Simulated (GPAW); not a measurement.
**Quasiparticle gap of Bi2S2O (P4/nmm) in GPAW**

Aim: the G0W0 gap of Bi2S2O (P4/nmm) on LDA, step by step.

Method: LDA and many-body steps on it, plane waves, in GPAW 26.7.0.

## (1) Set-up

Symmetry: P4/nmm, No. 129, tetragonal system. The conventional cell has a = 3.954 Å, b = 3.954 Å, c = 14.051 Å, α = 90.00°, β = 90.00°, γ = 90.00°. Nearest to Bi lie 5 S at 2.52 to 2.82 Å. Nearest to Bi lie 4 O at 2.34 Å and 4 S at 3.12 Å. Nearest to S lie 4 Bi at 2.82 Å. S has 5 Bi at 2.52 to 3.12 Å nearest. Nearest to O lie 4 Bi at 2.34 Å. Farther neighbours and most contacts between anions are not listed.

Structure file:

```
Bi S O
1.0
     3.95410    0.00000    0.00000
     0.00000    3.95410    0.00000
     0.00000    0.00000   14.05058
Bi S O
4 4 2
Direct
  0.00000 0.50000 0.86650
  0.50000 0.00000 0.13350
  0.50000 0.00000 0.58909
  0.00000 0.50000 0.41091
  0.50000 0.00000 0.89431
  0.00000 0.50000 0.10569
  0.00000 0.50000 0.68749
  0.50000 0.00000 0.31251
  0.00000 0.00000 0.50000
  0.50000 0.50000 0.50000
```

The cell and positions are those that the Materials Project relaxed with its own functionals (PBE, PBE+U or r2SCAN), kept fixed. Spin-orbit coupling is left out unless a step names it.

## (2) Ground state

This step: GPAW 26.7.0; DFT, LDA, plane waves, PAW.

The ground-state density comes first.

run.py reads:

```python
import json
import numpy as np
from gpaw.mpi import world
from ase import Atoms
from gpaw import GPAW, PW, FermiDirac

atoms = Atoms(['Bi', 'Bi', 'Bi', 'Bi', 'S', 'S', 'S', 'S', 'O', 'O'],
    cell=[[3.9541013900, 0.0000000000, 0.0000000000],
      [0.0000000000, 3.9541013900, 0.0000000000],
      [0.0000000000, 0.0000000000, 14.0505795800]],
    scaled_positions=[[0.0000000000, 0.5000000000, 0.8664958300],
      [0.5000000000, 0.0000000000, 0.1335041700],
      [0.5000000000, 0.0000000000, 0.5890931400],
      [0.0000000000, 0.5000000000, 0.4109068600],
      [0.5000000000, 0.0000000000, 0.8943134100],
      [0.0000000000, 0.5000000000, 0.1056865900],
      [0.0000000000, 0.5000000000, 0.6874875200],
      [0.5000000000, 0.0000000000, 0.3125124800],
      [0.0000000000, 0.0000000000, 0.5000000000],
      [0.5000000000, 0.5000000000, 0.5000000000]],
    pbc=(True, True, True))
calc = GPAW(mode=PW(600),
    xc='LDA',
    kpts={'size': (6, 6, 2), 'gamma': True},
    occupations=FermiDirac(0.001),
    nbands=-11,
    convergence={'density': 1e-6, 'bands': -3},
    maxiter=100,
    txt='gs.txt')
atoms.calc = calc
res = {'energy': atoms.get_potential_energy()}
kpts = calc.get_ibz_k_points()
res['kpts'] = kpts
res['eigenvalues'] = [calc.get_eigenvalues(kpt=k) for k in range(len(kpts))]
res['n_electrons'] = calc.get_number_of_electrons()
calc.write('gs.gpw')

if world.rank == 0:
    with open('result.json', 'w') as f:
        json.dump(res, f, default=lambda x: x.tolist())
```

Command:

```sh
> mpirun -n 4 gpaw python run.py
```

Numbers of over 12 decimals in the logs are rounded to 6 here.

Output:

```text
__  _  _
 | _ |_)|_||  |
 |__||  | ||/\| - 26.7.0

Input parameters:
  mode=PW(ecut=600.0),
  convergence={'density': 1e-06, 'bands': -3},
  kpts=MonkhorstPack(size=(6, 6, 2), gamma=True),
  maxiter=100,
  nbands=-11,
  occupations=Occupations(name='fermi-dirac', width=0.001, fixmagmom=False),
  xc=XC(name='LDA')
  [... matrices ...]
Diagonalizing LCAO Hamiltonian
Converting LCAO to pw mode
   .---------.
  /|         |
 * |         |
 |Bi         |
 | |  S      |
 | |         |
 |S|         |
 | |         |
 | |         |
 | |  Bi     |
 | |         |
 OBi         |
 | |         |
 | |         |
 | |  S      |
 | |         |
 |S|         |
 | .--Bi-----.
 |/         /
 *---------*

Atoms  # Å, Bohr magnetons
|   | symbol |        x |        y |         z |    initial magnetic moments |
| 0 |     Bi | 0.000000 | 1.977051 | 12.174769 | ( 0.0000,  0.0000,  0.0000) |
| 1 |     Bi | 1.977051 | 0.000000 |  1.875811 | ( 0.0000,  0.0000,  0.0000) |
| 2 |     Bi | 1.977051 | 0.000000 |  8.277100 | ( 0.0000,  0.0000,  0.0000) |
| 3 |     Bi | 0.000000 | 1.977051 |  5.773480 | ( 0.0000,  0.0000,  0.0000) |
| 4 |      S | 1.977051 | 0.000000 | 12.565622 | ( 0.0000,  0.0000,  0.0000) |
| 5 |      S | 0.000000 | 1.977051 |  1.484958 | ( 0.0000,  0.0000,  0.0000) |
| 6 |      S | 0.000000 | 1.977051 |  9.659598 | ( 0.0000,  0.0000,  0.0000) |
| 7 |      S | 1.977051 | 0.000000 |  4.390981 | ( 0.0000,  0.0000,  0.0000) |
| 8 |      O | 0.000000 | 0.000000 |  7.025290 | ( 0.0000,  0.0000,  0.0000) |
| 9 |      O | 1.977051 | 1.977051 |  7.025290 | ( 0.0000,  0.0000,  0.0000) |

Unit cell  # Å
| periodic |        x |        y |         z |   lengths |    angles |
|      yes | 3.954101 | 0.000000 |  0.000000 |  3.954101 | 90.000000 |
|      yes | 0.000000 | 3.954101 |  0.000000 |  3.954101 | 90.000000 |
|      yes | 0.000000 | 0.000000 | 14.050580 | 14.050580 | 90.000000 |

Number of symmetries: 8
Symmetry operations  # r_c * U_cc + t_c -> r_c
|   | kind |            matrix            |
| 0 |  E   |  1, 0, 0,  0, 1, 0,  0, 0, 1 |
| 1 |  σ   |  1, 0, 0,  0,-1, 0,  0, 0, 1 |
| 2 |  C2  |  0, 1, 0,  1, 0, 0,  0, 0,-1 |
| 3 |  S4  |  0, 1, 0, -1, 0, 0,  0, 0,-1 |
| 4 |  S4  |  0,-1, 0,  1, 0, 0,  0, 0,-1 |
| 5 |  C2  |  0,-1, 0, -1, 0, 0,  0, 0,-1 |
| 6 |  σ   | -1, 0, 0,  0, 1, 0,  0, 0, 1 |
| 7 |  C2  | -1, 0, 0,  0,-1, 0,  0, 0, 1 |

BZ-sampling:
  Number of BZ points: 72
  Number of IBZ points: 20

  Monkhorst-Pack size: [6, 6, 2]
  Monkhorst-Pack shift: [0.083333, 0.083333, 0.25]

K-points  # in reciprocal-cell coordinates
|     |                                coordinates |     weight |
|   0 | (  0.00000000,   0.00000000,   0.00000000) | 0.01388889 |
|   1 | (  0.00000000,   0.00000000,   0.50000000) | 0.01388889 |
|   2 | (  0.16666667,   0.00000000,   0.00000000) | 0.05555556 |
|   3 | (  0.16666667,   0.00000000,   0.50000000) | 0.05555556 |
|   4 | (  0.16666667,   0.16666667,   0.00000000) | 0.05555556 |
|   5 | (  0.16666667,   0.16666667,   0.50000000) | 0.05555556 |
|   6 | (  0.33333333,   0.00000000,   0.00000000) | 0.05555556 |
|   7 | (  0.33333333,   0.00000000,   0.50000000) | 0.05555556 |
|   8 | (  0.33333333,   0.16666667,   0.00000000) | 0.11111111 |
|   9 | (  0.33333333,   0.16666667,   0.50000000) | 0.11111111 |
| ... |                                            |            |
|  19 | (  0.50000000,   0.50000000,   0.50000000) | 0.01388889 |

Plane wave coefficients: 7370
Cutoff: 600.0 eV

Spin-components: 1 (collinear spins)
Bands:           59
Projectors:      54
Spin-degeneracy: 2
Datatype:        complex128

  Storage: CPU
  Wave functions: 137_163_200 bytes (34_290_800 per core)
  Projectors: 81_368_000 bytes (20_342_000 per core)
  [... matrices ...]
Parallelization:
  kpt:    4
  domain: 1
  band:   1

Density:
  Valence electrons: 96.0
  Components: 1
  Grid points: [24 24 80]
  Charge: 0.0  # |e|

Potential:
  Grid points: [24 24 80]

species:
  Bi:
    name:    Bismuth
    Z:       83.0
    valence: 15
    core:    68
    charge:  0.0  # [|e|]
    compensation charges:
      type: gauss
      rc: 0.38  # [Å]
      lmax: 2
    cutoffs:
      filter: 2.23  # [Å]
      core: 2.33  # [Å]
    projectors
    | kind |    occ | energy [eV] | rcut [Å] |
    |   6s |  2.000 |     -14.665 |    1.286 |
    |   6p |  3.000 |      -4.777 |    1.275 |
    |   5d | 10.000 |     -27.225 |    1.349 |
    |    s |        |      12.546 |    1.286 |
    |    p |        |      22.434 |    1.275 |
    |    d |        |      -0.013 |    1.349 |

    Using partial waves for Bi as LCAO basis

  S:
    name:    Sulfur
    Z:       16.0
    valence: 6
    core:    10
    charge:  0.0  # [|e|]
    compensation charges:
      type: gauss
      rc: 0.24  # [Å]
      lmax: 2
    cutoffs:
      filter: 1.77  # [Å]
      core: 1.66  # [Å]
    projectors
    | kind |    occ | energy [eV] | rcut [Å] |
    |   3s |  2.000 |     -17.278 |    0.974 |
    |   3p |  4.000 |      -7.106 |    0.979 |
    |    s |        |       9.933 |    0.974 |
    |    p |        |      20.105 |    0.979 |
    |    d |        |       0.000 |    0.900 |

    Using partial waves for S as LCAO basis

  O:
    name:    Oxygen
    Z:       8.0
    valence: 6
    core:    2
    charge:  0.0  # [|e|]
    compensation charges:
      type: gauss
      rc: 0.21  # [Å]
      lmax: 2
    cutoffs:
      filter: 1.17  # [Å]
      core: 0.83  # [Å]
    projectors
    | kind |    occ | energy [eV] | rcut [Å] |
    |   2s |  2.000 |     -23.752 |    0.688 |
    |   2p |  4.000 |      -9.195 |    0.598 |
    |    s |        |       3.459 |    0.688 |
    |    p |        |      18.016 |    0.598 |
    |    d |        |       0.000 |    0.619 |

    Using partial waves for O as LCAO basis

Reference energy: -2385507.542609  # eV

eigensolver:
  PPCG
  Converge bands: -3
  niter=2

density mixing:
  MSR1-Mixer
  Pratt-step length: 0.05
  Maximum mixing coefficient: 0.75
  Old densities: 10
  SVD Regularization: 0.005
  Good broyden scale: 1.0
  Trust region scale: 1.0
  Backstep threshold: 4.0
  History deletion threshold: 6.0
  Fourier metric: weight=20.0, sigma=0.015

occupation numbers:
  Fermi-Dirac:
    width: 0.0010  # eV

poisson solver:
  ecut: 4800.0  # eV

xc functional:
  name: None

Initialization done in: 2.787 s

convergence criteria:
- Maximum integral of absolute [dens]ity change: 1e-06 electrons / valence electron
- Maximum [total energy] change in last 3 cyles: 0.0005 eV / valence electron
- Maximum integral of absolute [eigenst]ate change: 4e-08 eV^2 / valence electron
maximum number of iterations: 100

SCF iterations
|iter     |     time |      energy | eigst |  dens |
|iter:   1|  |  -64.305079 | +0.17 |       |
|iter:   2|  |  -62.693014 | -1.17 | -1.03 |
|iter:   3|  |  -59.218500 | -1.11 | -1.09 |
|iter:   4|  |  -59.241357 | -1.04 | -1.56 |
|iter:   5|  |  -59.116116 | -1.55 | -1.75 |
|iter:   6|  |  -59.042340 | -2.25 | -1.92 |
|iter:   7|  |  -59.038993 | -3.35 | -2.53 |
|iter:   8|  |  -59.039020c| -4.35 | -3.04 |
|iter:   9|  |  -59.039095c| -5.20 | -3.44 |
|iter:  10|  |  -59.039113c| -5.77 | -3.94 |
|iter:  11|  |  -59.039117c| -6.41 | -4.49 |
|iter:  12|  |  -59.039116c| -6.98 | -4.63 |
|iter:  13|  |  -59.039116c| -7.37 | -4.96 |
|iter:  14|  |  -59.039116c| -7.77c| -5.72 |
|iter:  15|  |  -59.039116c| -8.21c| -6.09c|

Converged in 15 steps
SCF loop duration: 18.988 s (1.266 s/step)
Energy contributions relative to reference atoms: (reference = -2385507.542609)
  [... matrices ...]
Energy contributions:
  Kinetic:         104.456820
  Coulomb:        -100.256104
  Zero:             -5.467666
  External:          0.000000
  Xc:              -57.772167
  Entropy:          -0.000000
  Spinorbit:         0.000000
  ----------------------------
  Free energy:     -59.039116
  Extrapolated:    -59.039116

dipole moment: (-67.340479, -67.340479, 0.000022)  # |e|*Ang

Fermi level: 6.220
Eigenvalues  # (at kpt = [0.000, 0.000, 0.000])
| band index |      eig [eV] | occ [0-2] |
|          0 |       -17.322 |     2.000 |
|        ... |               |           |
|         40 |         3.241 |     2.000 |
|         41 |         3.975 |     2.000 |
|         42 |         4.429 |     2.000 |
|         43 |         4.429 |     2.000 |
|         44 |         4.577 |     2.000 |
|         45 |         4.646 |     2.000 |
|         46 |         4.795 |     2.000 |
|         47 |         4.795 |     2.000 |
|         48 |         6.865 |     0.000 |
[...]
|         52 |         9.484 |     0.000 |
|         53 |        10.317 |     0.000 |
|         54 |        10.385 |     0.000 |
|         55 |        10.385 |     0.000 |
|        ... |               |           |
|         58 |        11.866 |     0.000 |

Gap: 0.882 eV
Transition (v -> c):
  (s=0, k=13, n=47, [0.50, 0.00, 0.50]) -> (s=0, k=12, n=48, [0.50, 0.00, 0.00])
Direct/indirect transitions are different
Direct gap: 0.883 eV
Transition at: (s=0, k=12, n=47, [0.50, 0.00, 0.00])
# Writing to gs.gpw (mode='')
  [... matrices ...]
```

It took 23 s on 4 MPI ranks of AMD EPYC 9R45, shared host; peak memory 1.2 GiB.

This step gave:

| Item | Value |
| --- | --- |
| total energy | -59.0391 eV |
| gap | 0.8817 eV |
| k of the valence top | 0.5, 0, 0.5 |
| k of the conduction bottom | 0.5, 0, 0 |
| least direct gap | 0.8826 eV |

The gap is indirect, with the least direct gap 0.001 eV higher.

## (3) Bands along the symmetry lines

The cheap functional maps the bands first; the places of the edges decide which points the dearer methods must see.

run.py reads:

```python
import json
import numpy as np
from gpaw.mpi import world
from gpaw import GPAW

path = [[0.000000, 0.000000, 0.000000],
    [0.000000, 0.062500, 0.000000],
    [0.000000, 0.125000, 0.000000],
    [0.000000, 0.187500, 0.000000],
    [0.000000, 0.250000, 0.000000],
    [0.000000, 0.312500, 0.000000],
    [0.000000, 0.375000, 0.000000],
    [0.000000, 0.437500, 0.000000],
    [0.000000, 0.500000, 0.000000],
    [0.062500, 0.500000, 0.000000],
    [0.125000, 0.500000, 0.000000],
    [0.187500, 0.500000, 0.000000],
    [0.250000, 0.500000, 0.000000],
    [0.312500, 0.500000, 0.000000],
    [0.375000, 0.500000, 0.000000],
    [0.437500, 0.500000, 0.000000],
    [0.500000, 0.500000, 0.000000],
    [0.437500, 0.437500, 0.000000],
    [0.375000, 0.375000, 0.000000],
    [0.312500, 0.312500, 0.000000],
    [0.250000, 0.250000, 0.000000],
    [0.187500, 0.187500, 0.000000],
    [0.125000, 0.125000, 0.000000],
    [0.062500, 0.062500, 0.000000],
    [0.000000, 0.000000, 0.000000],
    [0.000000, 0.000000, 0.062500],
    [0.000000, 0.000000, 0.125000],
    [0.000000, 0.000000, 0.187500],
    [0.000000, 0.000000, 0.250000],
    [0.000000, 0.000000, 0.312500],
    [0.000000, 0.000000, 0.375000],
    [0.000000, 0.000000, 0.437500],
    [0.000000, 0.000000, 0.500000],
    [0.000000, 0.062500, 0.500000],
    [0.000000, 0.125000, 0.500000],
    [0.000000, 0.187500, 0.500000],
    [0.000000, 0.250000, 0.500000],
    [0.000000, 0.312500, 0.500000],
    [0.000000, 0.375000, 0.500000],
    [0.000000, 0.437500, 0.500000],
    [0.000000, 0.500000, 0.500000],
    [0.062500, 0.500000, 0.500000],
    [0.125000, 0.500000, 0.500000],
    [0.187500, 0.500000, 0.500000],
    [0.250000, 0.500000, 0.500000],
    [0.312500, 0.500000, 0.500000],
    [0.375000, 0.500000, 0.500000],
    [0.437500, 0.500000, 0.500000],
    [0.500000, 0.500000, 0.500000],
    [0.437500, 0.437500, 0.500000],
    [0.375000, 0.375000, 0.500000],
    [0.312500, 0.312500, 0.500000],
    [0.250000, 0.250000, 0.500000],
    [0.187500, 0.187500, 0.500000],
    [0.125000, 0.125000, 0.500000],
    [0.062500, 0.062500, 0.500000],
    [0.000000, 0.000000, 0.500000],
    [0.000000, 0.500000, 0.000000],
    [0.000000, 0.500000, 0.062500],
    [0.000000, 0.500000, 0.125000],
    [0.000000, 0.500000, 0.187500],
    [0.000000, 0.500000, 0.250000],
    [0.000000, 0.500000, 0.312500],
    [0.000000, 0.500000, 0.375000],
    [0.000000, 0.500000, 0.437500],
    [0.000000, 0.500000, 0.500000],
    [0.500000, 0.500000, 0.000000],
    [0.500000, 0.500000, 0.062500],
    [0.500000, 0.500000, 0.125000],
    [0.500000, 0.500000, 0.187500],
    [0.500000, 0.500000, 0.250000],
    [0.500000, 0.500000, 0.312500],
    [0.500000, 0.500000, 0.375000],
    [0.500000, 0.500000, 0.437500],
    [0.500000, 0.500000, 0.500000]]
calc = GPAW('gs.gpw').fixed_density(kpts=path,
    symmetry='off',
    nbands=58,
    convergence={'bands': 54},
    txt='bands.txt')
res = {}
kpts = calc.get_ibz_k_points()
res['kpts'] = kpts
res['eigenvalues'] = [calc.get_eigenvalues(kpt=k) for k in range(len(kpts))]
res['n_electrons'] = calc.get_number_of_electrons()

if world.rank == 0:
    with open('result.json', 'w') as f:
        json.dump(res, f, default=lambda x: x.tolist())
```

Command:

```sh
> mpirun -n 4 gpaw python run.py
```

Output:

```text
Diagonalizing LCAO Hamiltonian
Converting LCAO to pw mode
convergence criteria:
- Maximum integral of absolute [eigenst]ate change: 4e-08 eV^2 / valence electron
maximum number of iterations: 100

SCF iterations
|iter     |     time |      energy | eigst |  dens |
|iter:   1|  |             | +0.15 |       |
|iter:   2|  |             | -1.24 |       |
|iter:   3|  |             | -2.04 |       |
[...]
|iter:  24|  |             | -7.25 |       |
|iter:  25|  |             | -7.36 |       |
|iter:  26|  |             | -7.56c|       |
SCF steps: 26
  __  _  _
 | _ |_)|_||  |
 |__||  | ||/\| - 26.7.0

Input parameters:
  mode=PW(ecut=600.0),
  convergence={'bands': 54},
  gpts=array([24, 24, 80]),
  kpts=KPoints(kpts=array([[0.    , 0.    , 0.    ],
         [0.    , 0.0625, 0.    ],
         [0.    , 0.125 , 0.    ],
         [0.    , 0.1875, 0.    ],
         [0.    , 0.25  , 0.    ],
         [0.    , 0.3125, 0.    ],
         [0.    , 0.375 , 0.    ],
[...]
[0.0625, 0.5   , 0.    ],
[...]
[0.1875, 0.5   , 0.    ],
[...]
[0.3125, 0.5   , 0.    ],
[...]
[0.4375, 0.4375, 0.    ],
[...]
[0.3125, 0.3125, 0.    ],
[...]
[0.1875, 0.1875, 0.    ],
[...]
[0.    , 0.    , 0.0625],
[...]
[0.    , 0.    , 0.1875],
[...]
[0.    , 0.    , 0.3125],
[...]
[0.    , 0.3125, 0.5   ],
[...]
[0.    , 0.4375, 0.5   ],
[...]
[0.3125, 0.5   , 0.5   ],
[...]
[0.4375, 0.5   , 0.5   ],
[...]
[0.1875, 0.1875, 0.5   ],
[...]
[0.0625, 0.0625, 0.5   ],
[...]
[0.5   , 0.5   , 0.25  ],
         [0.5   , 0.5   , 0.3125],
         [0.5   , 0.5   , 0.375 ],
         [0.5   , 0.5   , 0.4375],
         [0.5   , 0.5   , 0.5   ]])),
  maxiter=100,
  nbands=58,
  occupations=Occupations(name='fermi-dirac', width=0.001, fixmagmom=False),
  parallel={},
  symmetry=Symmetry(point_group=False, time_reversal=False),
  xc=XC(name='LDA')
```

The job ended after 90 s (4 MPI ranks; peak memory 1.9 GiB).

This step gave:

| Property | Result |
| --- | --- |
| gap | 0.8817 eV |
| k of the valence top | 0, 0.5, 0.5 |
| k of the conduction bottom | 0, 0.5, 0 |
| least direct gap | 0.8826 eV |

The gap is 0.882 eV, as in the run before at this level.

Electronic bands along the path, in eV, zero at the top of the highest filled band:

| point | band 45 | band 46 | band 47 | band 48 | band 49 | band 50 | band 51 | band 52 |
| --- | --- | --- | --- | --- | --- | --- | --- | --- |
| Γ | -1.00 | -0.93 | -0.78 | -0.78 | 1.29 | 2.00 | 3.76 | 3.91 |
| halfway | -0.93 | -0.82 | -0.68 | -0.66 | 2.46 | 2.65 | 2.73 | 2.91 |
| X | -0.50 | -0.50 | 0.00 | 0.00 | 0.88 | 0.88 | 1.42 | 1.42 |
| halfway | -1.28 | -1.28 | -0.82 | -0.82 | 2.58 | 2.58 | 3.35 | 3.35 |
| M | -1.50 | -1.50 | -1.18 | -1.18 | 2.78 | 2.78 | 3.84 | 3.84 |
| halfway | -1.02 | -0.99 | -0.44 | -0.38 | 1.63 | 1.92 | 2.20 | 3.22 |
| Γ | -1.00 | -0.93 | -0.78 | -0.78 | 1.29 | 2.00 | 3.76 | 3.91 |
| halfway | -1.12 | -0.88 | -0.77 | -0.77 | 1.33 | 2.07 | 3.71 | 3.94 |
| Z | -1.14 | -0.90 | -0.76 | -0.76 | 1.39 | 2.13 | 3.69 | 3.98 |
| halfway | -0.94 | -0.67 | -0.67 | -0.57 | 2.30 | 2.69 | 2.83 | 2.96 |
| R | -0.53 | -0.53 | 0.00 | 0.00 | 0.89 | 0.89 | 1.42 | 1.42 |
| halfway | -1.20 | -1.20 | -1.19 | -1.19 | 2.89 | 2.89 | 3.05 | 3.05 |
| A | -1.54 | -1.54 | -1.05 | -1.05 | 2.95 | 2.95 | 3.60 | 3.60 |
| halfway | -1.01 | -0.88 | -0.54 | -0.27 | 1.61 | 1.87 | 2.19 | 3.53 |
| Z | -1.14 | -0.90 | -0.76 | -0.76 | 1.39 | 2.13 | 3.69 | 3.98 |
| jump to X | -0.50 | -0.50 | 0.00 | 0.00 | 0.88 | 0.88 | 1.42 | 1.42 |
| halfway | -0.52 | -0.52 | 0.00 | 0.00 | 0.88 | 0.88 | 1.42 | 1.42 |
| R | -0.53 | -0.53 | 0.00 | 0.00 | 0.89 | 0.89 | 1.42 | 1.42 |
| jump to M | -1.50 | -1.50 | -1.18 | -1.18 | 2.78 | 2.78 | 3.84 | 3.84 |
| halfway | -1.52 | -1.52 | -1.11 | -1.11 | 2.86 | 2.86 | 3.70 | 3.70 |
| A | -1.54 | -1.54 | -1.05 | -1.05 | 2.95 | 2.95 | 3.60 | 3.60 |

## (4) Empty states on the mesh, 4×4×1 mesh, 366 bands

The sums over transitions need many empty states on a uniform mesh; this step solves for them.

run.py reads:

```python
import json
import numpy as np
from gpaw.mpi import world
from gpaw import GPAW

calc = GPAW('gs.gpw').fixed_density(kpts={'size': (4, 4, 1), 'gamma': True},
    nbands=427,
    convergence={'bands': 366},
    txt='nscf.txt')
calc.write('full.gpw', mode='all')
res = {}
kpts = calc.get_ibz_k_points()
res['kpts'] = kpts
res['eigenvalues'] = [calc.get_eigenvalues(kpt=k) for k in range(len(kpts))]
res['n_electrons'] = calc.get_number_of_electrons()

if world.rank == 0:
    with open('result.json', 'w') as f:
        json.dump(res, f, default=lambda x: x.tolist())
```

Command:

```sh
> mpirun -n 4 gpaw python run.py
```

Output:

```text
Diagonalizing LCAO Hamiltonian
Converting LCAO to pw mode
convergence criteria:
- Maximum integral of absolute [eigenst]ate change: 4e-08 eV^2 / valence electron
maximum number of iterations: 100

SCF iterations
|iter     |     time |      energy | eigst |  dens |
|iter:   1|  |             | +4.20 |       |
|iter:   2|  |             | +3.02 |       |
|iter:   3|  |             | +1.93 |       |
[...]
|iter:  15|  |             | -6.84 |       |
|iter:  16|  |             | -7.33 |       |
|iter:  17|  |             | -7.59c|       |
SCF steps: 17
  __  _  _
 | _ |_)|_||  |
 |__||  | ||/\| - 26.7.0

Input parameters:
  mode=PW(ecut=600.0),
  convergence={'bands': 366},
  gpts=array([24, 24, 80]),
  kpts=MonkhorstPack(size=(4, 4, 1), gamma=True),
  maxiter=100,
  nbands=427,
  occupations=Occupations(name='fermi-dirac', width=0.001, fixmagmom=False),
  parallel={},
  xc=XC(name='LDA')
# Writing to full.gpw (mode='all')
  [... matrices ...]

timing:  # [seconds]
  Total: 0.142  # ━━━━━━━━━━━━━━━━━━━━━━━━━━━━━━━━━━━━━━━━━━━━━━━━━━━━━━━━━━━
```

The job ended after 92 s (4 MPI ranks; peak memory 1.6 GiB; 6.1 min of CPU time).

Numbers from this step:

```
gap                                                           : 0.8826 eV
k of the valence top                                          : 0.5, 0, 0
k of the conduction bottom                                    : 0.5, 0, 0
least direct gap                                              : 0.8826 eV
k points computed                                             : 6
lowest point of the top converged band, above the valence top : 65.8706 eV
```

On this mesh the gap is 0.883 eV.

(Part 1 of 2 ends here.)

[Paths, hosts, dates, memory and timing lines, banners, echoed tables and standing remarks are left out of the program output.]

[Logs are printed without paths, hosts, clocks, repeated set-up lines and the standing remarks that a program may print on its own settings, such as how far it seeks lower states.]

[Runs of the session that timed out or met a known fault of the program may be left out.]

[Hosts, paths, dates, database ids (printed as entryN), source tags and the programs' standing remarks are cut or masked in the printed files.]
